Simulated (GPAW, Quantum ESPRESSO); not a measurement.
Consider YCu (Pm-3m).

```cif
data_structure
_symmetry_space_group_name_H-M 'P 1'
_symmetry_Int_Tables_number 1
_cell_length_a 3.4581
_cell_length_b 3.4581
_cell_length_c 3.4581
_cell_angle_alpha 90.000
_cell_angle_beta 90.000
_cell_angle_gamma 90.000
_cell_volume 41.35
loop_
_atom_site_label
_atom_site_type_symbol
_atom_site_fract_x
_atom_site_fract_y
_atom_site_fract_z
_atom_site_occupancy
Y1 Y 0.00000 0.00000 0.00000 1
Cu2 Cu 0.50000 0.50000 0.50000 1
```

Absorber: atom 2, with 8 Y at 2.99 Å and 6 Cu at 3.46 Å (cube and octahedron, as in bcc, site symmetry m-3m). Method: Quantum ESPRESSO XSpectra, LDA, excited-electron core hole (neutral cell), 8-atom cell with 6.0 Å between holes, 5×5×5 k points, dipole transitions, Lorentzian half width 0.78 eV up to 4 eV, rising linearly to 1.75 eV at 25 eV (not a setting of the program: the run's 0.4 eV curve was folded afterwards with a further Lorentzian).

Question: Predict the near-edge structure at the Cu K edge.

Main maxima up to 30 eV above the zero (height): 2.3 eV (0.69), 9.8 eV (1.55) and 25.2 eV (1.35). A K edge sees empty p states on the absorber. The total-energy difference is 8995.58 eV. One term is added: -29.79 eV, since the hole is spin-paired here and a spin-polarised one costs that much less in the free atom (computed apart). The photon energy is then 8965.79 eV. The tabulated edge of the element is 8979 eV. The functional leaves an error in such absolute values: in the free atom LDA prices this hole 18.3 eV below PBE (computed apart), and PBE is itself good to a few eV.

The Cu K spectrum (energy from the energy zero of the input (xe0, at the border of filled and empty states); intensity scaled to a mean of 1 over the first 20 eV; folded afterwards to Lorentzian half width 0.78 eV up to 4 eV, rising linearly to 1.75 eV at 25 eV; the points at xe0, where the cut of filled states can leave a spike, are interpolated):

```tsv
E (eV)	intensity
-2.0	0.13
-1.4	0.17
-0.8	0.26
-0.2	0.44
0.4	0.62
1.0	0.61
1.6	0.65
2.2	0.69
2.8	0.65
3.4	0.60
4.0	0.56
4.6	0.58
5.2	0.71
5.8	0.83
6.4	0.90
7.0	0.99
7.6	1.07
8.2	1.18
8.8	1.38
9.4	1.53
10.0	1.54
10.6	1.46
11.2	1.34
11.8	1.26
12.4	1.20
13.0	1.14
13.6	1.10
14.2	1.09
14.8	1.10
15.4	1.11
16.0	1.08
16.6	1.04
17.2	1.01
17.8	1.01
18.4	1.02
19.0	1.03
19.6	1.04
20.2	1.08
20.8	1.15
21.4	1.24
22.0	1.29
22.6	1.31
23.2	1.32
23.8	1.33
24.4	1.34
25.0	1.35
25.6	1.35
26.2	1.33
26.8	1.31
27.4	1.29
28.0	1.28
28.6	1.26
29.2	1.24
29.8	1.23
30.4	1.23
31.0	1.24
31.6	1.26
```

The holes are only 6.0 Å apart, so the shape is probably not converged with cell size; no larger cell was run here. Lifetime broadening is put in by hand, and intensities beyond about 20 eV depend on it and on the partial waves. The structure is a computed Materials Project entry and may be a hypothetical form.

[Banner, clock and machine lines of the logs are left out without a mark of their own.]

[Logs are printed without paths, hosts, clocks, repeated set-up lines and the standing remarks that a program may print on its own settings, such as how far it seeks lower states.]

[Hosts, paths, dates, database ids (printed as entryN), source tags and the programs' standing remarks are cut or masked in the printed files.]

[Lists of maxima count a maximum above −3 eV only where it reaches 4 % of the highest in the window and stands out from its surroundings by 2 % of it (1.5 % where it reaches 55 %); shoulders and weaker maxima are passed over, and of the rest the first, up to two pre-edge ones and the few strongest are named.]
